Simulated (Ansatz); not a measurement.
C2S3 (P2_1/c), computed twice by G0W0.

```xyz
20
Lattice="5.8050 0.0000 0.0000 0.0000 6.6377 0.0000 -3.5391 0.0000 10.1819" Properties=species:S:1:pos:R:3 pbc="T T T"
C     2.3442    6.6089    0.3961
C     1.6913    3.2900    4.6949
C    -0.0783    0.0288    9.7858
C     0.5746    3.3477    5.4871
C    -1.5076    2.0733    9.1100
C     2.0039    5.3922    6.1629
C     3.7735    4.5644    1.0719
C     0.2619    1.2455    4.0191
S     1.1756    1.2349    0.1983
S     2.8598    4.5538    4.8926
S     1.0902    5.4028    9.9836
S    -0.5939    2.0839    5.2893
S     0.0242    1.3582    8.6806
S     0.4721    4.6770    6.5923
S     2.2416    5.2795    1.5013
S     1.7938    1.9607    3.5897
S    -2.1044    3.4104    8.3406
S     2.6007    0.0916    6.9323
S     4.3703    3.2273    1.8413
S    -0.3348    6.5461    3.2496
```

Geometry: measured cell, ions relaxed with PBE. The runs that relaxed it are not among those shown.

The first (Ansatz 0.2.0; start PBE, 4×2×2 mesh, 1027 empty bands, screening to 110 eV, PAW set soft_1 files; 1 × NVIDIA H100 80GB HBM3 (shared by 6 runs) with 2 threads of AMD EPYC 7R13 (Zen 3), shared host) gave, on its mesh: starting gap 1.59 eV, G0W0 gap 2.80 eV, RPA ε∞ (mean) 4.60, 74 s.

Q: The second changes start from PBE to LDA. What does it give?

It gave: starting gap 1.52 eV, G0W0 gap 2.71 eV, RPA ε∞ (mean) 4.88, 72 s. The G0W0 gap moves by −0.10 eV, −0.07 eV from the start and −0.03 eV from the correction. Σc changes by −0.06 eV at the valence top and −0.08 eV at the conduction bottom, and Σx − Vxc between them by −0.01 eV.

Limits: not at the basis limit; coarse k mesh.

[Paths, hosts, dates, memory and timing lines, banners, echoed tables and standing remarks are left out of the program output.]

[Logs are printed without paths, hosts, clocks, repeated set-up lines and the standing remarks that a program may print on its own settings, such as how far it seeks lower states.]

[Runs of the session that timed out or met a known fault of the program may be left out.]

[Cells called generated may have been cut or substituted from an entry of the Crystallography Open Database or the Materials Project.]

[Hosts, paths, dates, database ids (printed as entryN), source tags and the programs' standing remarks are cut or masked in the printed files.]
